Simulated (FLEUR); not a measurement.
# free Fe(001) film, 1 layer: from one collinear state to anisotropy

Wanted: anisotropy for free Fe(001) film, 1 layer, with the cost of each step.

Method: PBE; all-electron FLAPW film, Dirac cores, scalar-relativistic bands, in FLEUR MaX-R8.1.

## 1. Starting point

The cell holds 1 atom: 1 Fe. Cell: a = 2.866 Å, b = 2.866 Å, c = 14.000 Å, α = 90.0°, β = 90.0°, γ = 90.0°. Layers at typed spacings, unrelaxed. Vacuum lies along c.

Structure file:

```xyz
1
Lattice="2.8660 0.0000 0.0000 0.0000 2.8660 0.0000 0.0000 0.0000 14.0000" Properties=species:S:1:pos:R:3
Fe    0.0000    0.0000    7.0000
```

## 2. Self-consistent state

The force theorems are single passes in this state's potential, so it has to be converged first.

No symmetry is used, so that later steps may turn the spins freely; k and −k are joined. FLEUR takes the sheet as a true film: the images along c are dropped, heights are typed in bohr, and the vacuum on both sides is semi-infinite. inpgen writes inp.xml from crystal.txt; cutoffs, mixing, functional, smearing and local orbitals are then set in the file. The k list scf (kpts.xml, not shown) is a Γ-centred 10×10×1 mesh; where the ranks do not divide the number of points, some are split in two of half the weight.

File inp.xml:

```
<?xml version="1.0" encoding="UTF-8" standalone="no"?>
<fleurInput fleurInputVersion="0.39">
   <comment>
      Fe
   </comment>
   <calculationSetup>
      <cutoffs Kmax="3.6" Gmax="10.8" GmaxXC="10.8" numbands="0"/>
      <scfLoop itmax="150" minDistance="0.00002" maxIterBroyd="15" imix="Anderson" alpha="0.03" precondParam="0.0" spinf="2.0" sdNocoIR="T"/>
      <coreElectrons ctail="F" frcor="F" kcrel="0" coretail_lmax="0"/>
      <xcFunctional name="pbe" relativisticCorrections="F"/>
      <magnetism jspins="2" l_noco="F" l_ss="F">
         <qss>0.0 0.0 0.0</qss>
         <mtNocoParams l_mperp="F" l_mtNocoPot="F" l_relaxSQA="F" mag_mixing_scheme="0" mix_RelaxWeightOffD="1.0" l_constrained="F" mix_constr="1.0"/>
         <sourceFreeMag l_sourceFree="F" l_scaleMag="F" mag_scale="1.0"/>
      </magnetism>
      <soc l_soc="F" theta="0.0" phi="0.0" spav="F"/>
      <expertModes spex="0" secvar="F"/>
      <geometryOptimization l_f="F" forcealpha="1.0" forcemix="BFGS" epsdisp="0.00001" epsforce="0.00001"/>
      <ldaU l_linMix="F" mixParam="0.05" spinf="1.0"/>
   </calculationSetup>
   <cell>
      <bzIntegration valenceElectrons="16.0" mode="hist" fermiSmearingEnergy="0.00183747">
         <kPointListSelection listName="scf"/>
         <xi:include xmlns:xi="http://www.w3.org/2001/XInclude" href="kpts.xml"> </xi:include>
      </bzIntegration>
      <xi:include xmlns:xi="http://www.w3.org/2001/XInclude" href="sym.xml"> </xi:include>
      <filmLattice scale="1.0" dVac="5.94" dTilda="8.44">
         <bravaisMatrixFilm>
            <row-1>    5.4159550731035999     0.0000000000000000</row-1>
            <row-2>    0.0000000000000000     5.4159550731035999</row-2>
         </bravaisMatrixFilm>
         <vacuumEnergyParameters vacuum="1" spinUp="-.25" spinDown="-.25"/>
         <vacuumEnergyParameters vacuum="2" spinUp="-.25" spinDown="-.25"/>
      </filmLattice>
   </cell>
   <atomSpecies>
      <species name="Iron (Fe) 2.800" element="Fe" atomicNumber="26">
         <mtSphere radius="2.57" gridPoints="849" logIncrement="0.014"/>
         <atomicCutoffs lmax="10" lnonsphr="8"/>
         <electronConfig flipSpins="F">
            <coreConfig>(1s1/2) (2s1/2) (2p1/2) (2p3/2)</coreConfig>
            <valenceConfig>(3s1/2) (3p1/2) (3p3/2) (4s1/2) (3d3/2) (3d5/2)</valenceConfig>
            <stateOccupation state="(3d3/2)" spinUp="1.4" spinDown="1.0"/>
            <stateOccupation state="(3d5/2)" spinUp="3.0" spinDown="0.6"/>
         </electronConfig>
         <energyParameters s="4" p="4" d="3" f="4"/>
         <lo type="SCLO" l="0" n="3" eDeriv="0"/>
         <lo type="SCLO" l="1" n="3" eDeriv="0"/>
      </species>
   </atomSpecies>
   <atomGroups>
      <atomGroup species="Iron (Fe) 2.800">
         <filmPos label="                   1">.0000000000 .0000000000 .0000000000</filmPos>
         <force calculate="T" relaxXYZ="TTT"/>
         <nocoParams  alpha="0.0" beta="0.0"/>
      </atomGroup>
   </atomGroups>
   <output dos="F" band="F" slice="F">
      <bandDOS minEnergy="-.5*Htr" maxEnergy="0.5*Htr" sigma="0.015" storeEVData="T"/>
      <plotting iplot="0" polar="F">
         <plot TwoD="T" vec1="  1.0  0.0  0.0" vec2="  0.0  1.0  0.0" vec3="  0.0  0.0  1.0" zero="  0.0  0.0 -0.5" file="plot"/>
      </plotting>
      <moessbauerParams electricFieldGradient="F" isomerShift="F" coreHyperfine="F" valenceHyperfine="F"/>
   </output>
</fleurInput>
```

File crystal.txt:

```
Fe
&input film=T cartesian=F /
2.86600000000  0.00000000000  0.00000000000
0.00000000000  2.86600000000  0.00000000000
0.00000000000  0.00000000000  1.00000000000
1.8897261246
1.0 1.0 1.0

1
26 0.00000000000  0.00000000000  0.00000000000 : 2.800

&kpt div1=10 div2=10 div3=1 gamma=T /
```

The run is started by

```sh
> OMP_NUM_THREADS=1 inpgen -f crystal.txt -nosym -noco > inpgen.log  # inp.xml is then edited as shown
> OMP_NUM_THREADS=1 mpirun -n 4 fleur_MPI > fleur.log
```

Log:

```text
Welcome to FLEUR        (www.flapw.de)
      MaX-Release 8.1          (www.max-centre.eu)

 ========== k-point set info ==========
 Selected k-point list: scf
 k-point list type: mesh
 0 x 0 x 0
 Number of k points: 52

 ------------Calculation Setup---------------------------
 Number of MPI-tasks      :            4
 Number of PE/node        :            4
 Number of OMP-threads    :            1
 k-points in parallel     :            4
 pe's per k-point         :            1
 No of k-point loops      :           13
 Eigenvalue solver        :       lapack
 Number of basis functions:          210
 Approximate size of matrices (H+S) per k-point:         0.001 GB
 --------------------------------------------------------
 Complex matrix made real
 Complex matrix made real
 Iteration:     1   Distance:      15.55904478 me/bohr^3
 Iteration:     2   Distance:      13.24481047 me/bohr^3
 Iteration:     3   Distance:      11.53245856 me/bohr^3
 Iteration:     4   Distance:       9.51168182 me/bohr^3
 Iteration:     5   Distance:       5.79683685 me/bohr^3
 Iteration:     6   Distance:       5.49807587 me/bohr^3
 Iteration:     7   Distance:       4.09479375 me/bohr^3
 Iteration:     8   Distance:       1.49075575 me/bohr^3
 Iteration:     9   Distance:       0.58627266 me/bohr^3
 Iteration:    10   Distance:       0.31677977 me/bohr^3
 Iteration:    11   Distance:       0.35508322 me/bohr^3
 Iteration:    12   Distance:       0.13443715 me/bohr^3
 Iteration:    13   Distance:       0.04990366 me/bohr^3
 Iteration:    14   Distance:       0.05430256 me/bohr^3
 Iteration:    15   Distance:       0.01111280 me/bohr^3
 Iteration:    16   Distance:       0.01099920 me/bohr^3
 Iteration:    17   Distance:       0.00959103 me/bohr^3
 Iteration:    18   Distance:       0.00638157 me/bohr^3
 Iteration:    19   Distance:       0.00109953 me/bohr^3
 Iteration:    20   Distance:       0.00111820 me/bohr^3
 Iteration:    21   Distance:       0.00026560 me/bohr^3
 Iteration:    22   Distance:       0.00007111 me/bohr^3
 Iteration:    23   Distance:       0.00010479 me/bohr^3
 Iteration:    24   Distance:       0.00001912 me/bohr^3

 ********************************************************************
 Run finished successfully
 Stop message:
   all done
 ********************************************************************

--- out.xml (last complete iteration) ---
<iteration numberForCurrentRun="   24" overallNumber="   24">
         <energyParameters units="Htr">
            <atomicEP atomType="1" spin="1" branch="4s" branchLowest="-3.41" branchHighest="0.81" value="-0.2089811294"/>
            <atomicEP atomType="1" spin="1" branch="4p" branchLowest="-2.16" branchHighest="1.31" value="-0.0588025091"/>
            <atomicEP atomType="1" spin="1" branch="3d" branchLowest="-9.99" branchHighest="-0.17" value="-0.2412049784"/>
            <atomicEP atomType="1" spin="1" branch="4f" branchLowest="-9.99" branchHighest="2.44" value="0.2675083578"/>
            <loAtomicEP atomType="1" spin="1" branch="3s" branchLowest="-30.03" branchHighest="-3.41" value="-3.4130193424"/>
            <loAtomicEP atomType="1" spin="1" branch="3p" branchLowest="-25.57" branchHighest="-2.16" value="-2.1660294960"/>
            <vacuumEP vacuum="1" spin="1" vzIR="-0.2017619242" vzInf="0.0000000000" value="-0.2500000000"/>
            <vacuumEP vacuum="2" spin="1" vzIR="-0.2017619242" vzInf="0.0000000000" value="-0.2500000000"/>
            <atomicEP atomType="1" spin="2" branch="4s" branchLowest="-3.28" branchHighest="0.89" value="-0.1792056272"/>
            <atomicEP atomType="1" spin="2" branch="4p" branchLowest="-2.03" branchHighest="1.39" value="-0.0372205413"/>
            <atomicEP atomType="1" spin="2" branch="3d" branchLowest="-9.99" branchHighest="-0.05" value="-0.1318116166"/>
            <atomicEP atomType="1" spin="2" branch="4f" branchLowest="-9.99" branchHighest="2.52" value="0.2824784003"/>
            <loAtomicEP atomType="1" spin="2" branch="3s" branchLowest="-29.98" branchHighest="-3.28" value="-3.2819424863"/>
            <loAtomicEP atomType="1" spin="2" branch="3p" branchLowest="-25.53" branchHighest="-2.03" value="-2.0376930956"/>
            <vacuumEP vacuum="1" spin="2" vzIR="-0.1931520555" vzInf="0.0000000000" value="-0.2500000000"/>
            <vacuumEP vacuum="2" spin="2" vzIR="-0.1931520555" vzInf="0.0000000000" value="-0.2500000000"/>
         </energyParameters>
         <bandgap value="0.0000000000" units="eV"/>
         <sumValenceSingleParticleEnergies value="-21.0845622226" units="Htr"/>
         <FermiEnergy value="-0.1467382389" units="Htr"/>
         <valenceDensity>
            <mtCharges spin="1">
               <mtCharge atomType="1" total="9.0401172" s="1.2618742" p="3.0809188" d="4.6933195" f="0.0029480"/>
            </mtCharges>
            <mtCharges spin="2">
               <mtCharge atomType="1" total="5.7656903" s="1.2193334" p="3.0734822" d="1.4704577" f="0.0017006"/>
            </mtCharges>
            <spinDependentCharge spin="1" total="9.6560736" interstitial="0.5329115" mtSpheres="9.0401172" vacuum1="0.0415224" vacuum2="0.0415224"/>
            <spinDependentCharge spin="2" total="6.3439266" interstitial="0.5081438" mtSpheres="5.7656903" vacuum1="0.0350463" vacuum2="0.0350463"/>
            <totalCharge value="16.0000001373"/>
         </valenceDensity>
         <coreStates atomType="     1" atomicNumber=" 26" spin="1" kinEnergy="    574.6090773968" eigValSum="   -363.8013890259" lostElectrons=" 0.000000">
            <state n="1" l="0" j="0.5" energy="-257.0524661886" weight="1.0000000000"/>
            <state n="2" l="0" j="0.5" energy="-30.0326740082" weight="1.0000000000"/>
            <state n="2" l="1" j="0.5" energy="-25.8775336378" weight="1.0000000000"/>
            <state n="2" l="1" j="1.5" energy="-25.4193575957" weight="2.0000000000"/>
         </coreStates>
         <coreStates atomType="     1" atomicNumber=" 26" spin="2" kinEnergy="    575.1909150049" eigValSum="   -363.6156248338" lostElectrons=" 0.000000">
            <state n="1" l="0" j="0.5" energy="-257.0526822538" weight="1.0000000000"/>
            <state n="2" l="0" j="0.5" energy="-29.9758320276" weight="1.0000000000"/>
            <state n="2" l="1" j="0.5" energy="-25.8353181679" weight="1.0000000000"/>
            <state n="2" l="1" j="1.5" energy="-25.3758961922" weight="2.0000000000"/>
         </coreStates>
         <allElectronCharges>
            <spinDependentCharge spin="1" total="14.6560736" interstitial="0.5329115" mtSpheres="14.0401172" vacuum1="0.0415224" vacuum2="0.0415224"/>
            <spinDependentCharge spin="2" total="11.3439266" interstitial="0.5081438" mtSpheres="10.7656903" vacuum1="0.0350463" vacuum2="0.0350463"/>
            <totalCharge value="26.0000001377"/>
         </allElectronCharges>
         <magneticMomentsInMTSpheres units="muBohr">
            <globalMagMoment atomType="1" vec="0.00000   0.00000   3.27443"/>
            <localMagMoment atomType="1" vec="0.00000   0.00000   3.27443"/>
         </magneticMomentsInMTSpheres>
         <moessbauerParams unitsHFF="kG" unitsIS="e/bohr^3" unitsEFG="Htr/bohr^2">
         </moessbauerParams>
         <totalEnergy value="    -1272.7051829852" units="Htr">
            <sumOfEigenvalues value="     -748.5015760823">
               <coreElectrons value="-727.4170138597"/>
               <valenceElectrons value="-21.0845622226"/>
            </sumOfEigenvalues>
            <densityCoulombPotentialIntegral value="-1965.9878283541"/>
            <densityEffectivePotentialIntegral value="-2038.4648698627"/>
            <chargeDenXCDenIntegral value="-55.8454139768"/>
            <FockExchangeEnergyValence value="0.0000000000"/>
            <FockExchangeEnergyCore value="0.0000000000"/>
            <atomTypeDependentContributions atomType="1">
               <electronNucleiInteractionDifferentMTs value="1519.2427598497"/>
               <MadelungTerm value="-4.5863887621"/>
            </atomTypeDependentContributions>
            <tkbTimesEntropy value="0.0008100714"/>
            <freeEnergy value="-1272.7059930566"/>
            <extrapolationTo0K value="-1272.7055880209"/>
         </totalEnergy>
         <densityConvergence units="me/bohr^3">
            <chargeDensity spin="1" distance="0.0000074014"/>
            <chargeDensity spin="2" distance="0.0000129153"/>
            <overallChargeDensity distance="0.0000088156"/>
            <spinDensity distance="0.0000191169"/>
         </densityConvergence>
      </iteration>
```

Wall time 44 s (4 MPI ranks of Arm Neoverse V2, shared host); peak memory 0.65 GiB; 2.9 min of CPU time.

Read from the output:

```
free energy                                                       : -34632.0944 eV
program's band gap on this mesh (in a metal only a level spacing) : 0 eV
magnetization                                                     : 3.312 μB
final state                                                       : ferromagnetic
largest moment                                                    : 3.274 μB
```

After 24 cycles the largest moment stands at 3.27 μB.

## 3. Anisotropy by the force theorem, rung 1

Anisotropy is a small difference, so it is taken from sums over occupied states at a frozen potential, where most errors cancel.

One pass with spin–orbit coupling for each direction, from the saved density. Inversion lets half of the mesh serve, which the program's warning doesn't know. The k list mae (kpts.xml, not shown) is a Γ-centred 17×17×1 mesh.

inp.xml, as its differences from that of step 2:

```diff
@@ -6,4 +6,4 @@
    <calculationSetup>
-      <cutoffs Kmax="3.6" Gmax="10.8" GmaxXC="10.8" numbands="0"/>
-      <scfLoop itmax="150" minDistance="0.00002" maxIterBroyd="15" imix="Anderson" alpha="0.03" precondParam="0.0" spinf="2.0" sdNocoIR="T"/>
+      <cutoffs Kmax="3.6" Gmax="10.8" GmaxXC="10.8" numbands="32"/>
+      <scfLoop itmax="1" minDistance="0.00002" maxIterBroyd="15" imix="Anderson" alpha="0.03" precondParam="0.0" spinf="2.0" sdNocoIR="T"/>
       <coreElectrons ctail="F" frcor="F" kcrel="0" coretail_lmax="0"/>
@@ -15,3 +15,3 @@
       </magnetism>
-      <soc l_soc="F" theta="0.0" phi="0.0" spav="F"/>
+      <soc l_soc="T" theta="0.0" phi="0.0" spav="F"/>
       <expertModes spex="0" secvar="F"/>
@@ -22,3 +22,3 @@
       <bzIntegration valenceElectrons="16.0" mode="hist" fermiSmearingEnergy="0.00183747">
-         <kPointListSelection listName="scf"/>
+         <kPointListSelection listName="mae"/>
          <xi:include xmlns:xi="http://www.w3.org/2001/XInclude" href="kpts.xml"> </xi:include>
@@ -64,2 +64,5 @@
    </output>
+   <forceTheorem>
+      <MAE theta="0.0 1.5707963 1.5707963" phi="0.0 0.0 1.5707963"/>
+   </forceTheorem>
 </fleurInput>
```

The run is started by

```sh
> OMP_NUM_THREADS=1 mpirun -n 4 fleur_MPI -warn_only > fleur.log
```

Log:

```text
[banner, memory and clock lines left out]
Welcome to FLEUR        (www.flapw.de)
      MaX-Release 8.1          (www.max-centre.eu)
************FLEUR-Warning*****************
Error message: k-point set is not compatible to missing time-reversal symmetry in calculation.
Error occurred in subroutine: gen_bz
Error from PE:0/4
Other PEs with error messages:
     2-k-point set is not compatible to missing time-reversal symmetry in calculation.
*****************************************

 ========== k-point set info ==========
 Selected k-point list: mae
 k-point list type: mesh
 0 x 0 x 0
 Number of k points: 148

 [... set-up left out ...]
 ********************************************************************
 Run finished successfully
 Stop message:
   Forcetheorem MAE
 ********************************************************************

--- out.xml (force theorem) ---
<Forcetheorem_MAE Angles="3" units="Htr">
            <Angle theta="0.0000000" phi="0.0000000" ev-sum="-21.084954290"/>
            <Angle theta="1.5707963" phi="0.0000000" ev-sum="-21.084925770"/>
            <Angle theta="1.5707963" phi="1.5707963" ev-sum="-21.084925770"/>
         </Forcetheorem_MAE>
```

Wall time 7.5 s (4 MPI ranks); peak memory 0.39 GiB; 30 s of CPU time.

Anisotropy energies, by row:

```
axis  x  y  z  band energy less the first axis' (meV a cell)
   z  0  0  1                                              0
   x  1  0  0                                         0.7761
   y  0  1  0                                         0.7761
```

Shape anisotropy is not in these numbers.

## 4. Energy against the direction of the moments, rung 2

A second rung shows how far the first can be trusted.

The k list mae (kpts.xml, not shown) is a Γ-centred 26×26×1 mesh.

inp.xml is that of step 3.

Log:

```text
[banner, memory and clock lines left out]
Welcome to FLEUR        (www.flapw.de)
      MaX-Release 8.1          (www.max-centre.eu)
************FLEUR-Warning*****************
Error message: k-point set is not compatible to missing time-reversal symmetry in calculation.
Error occurred in subroutine: gen_bz
Error from PE:0/4
Other PEs with error messages:
     1-k-point set is not compatible to missing time-reversal symmetry in calculation.
     2-k-point set is not compatible to missing time-reversal symmetry in calculation.
[...]
3-k-point set is not compatible to missing time-reversal symmetry in calculation.
*****************************************
 [... set-up left out ...]
 ********************************************************************
 Run finished successfully
 Stop message:
   Forcetheorem MAE
 ********************************************************************

--- out.xml (force theorem) ---
<Forcetheorem_MAE Angles="3" units="Htr">
            <Angle theta="0.0000000" phi="0.0000000" ev-sum="-21.085001600"/>
            <Angle theta="1.5707963" phi="0.0000000" ev-sum="-21.084972984"/>
            <Angle theta="1.5707963" phi="1.5707963" ev-sum="-21.084972984"/>
         </Forcetheorem_MAE>
```

It took 14 s on 4 MPI ranks; peak memory 0.48 GiB.

Anisotropy energies, by row:

```
axis  x  y  z  band energy less the first axis' (meV a cell)
   z  0  0  1                                              0
   x  1  0  0                                         0.7787
   y  0  1  0                                         0.7787
```

(Part 1 of 2 ends here.)

[Logs and program files are shortened in this print: banners, set-up blocks, solver, clock and traceback lines can be left out without a mark of their own.]

[Logs are printed without paths, hosts, clocks, repeated set-up lines and the standing remarks that a program may print on its own settings, such as how far it seeks lower states.]

[Hosts, paths, dates, database ids (printed as entryN), source tags and the programs' standing remarks are cut or masked in the printed files.]

[Where a cell is said to come from a database of computed structures, the database is the Materials Project.]
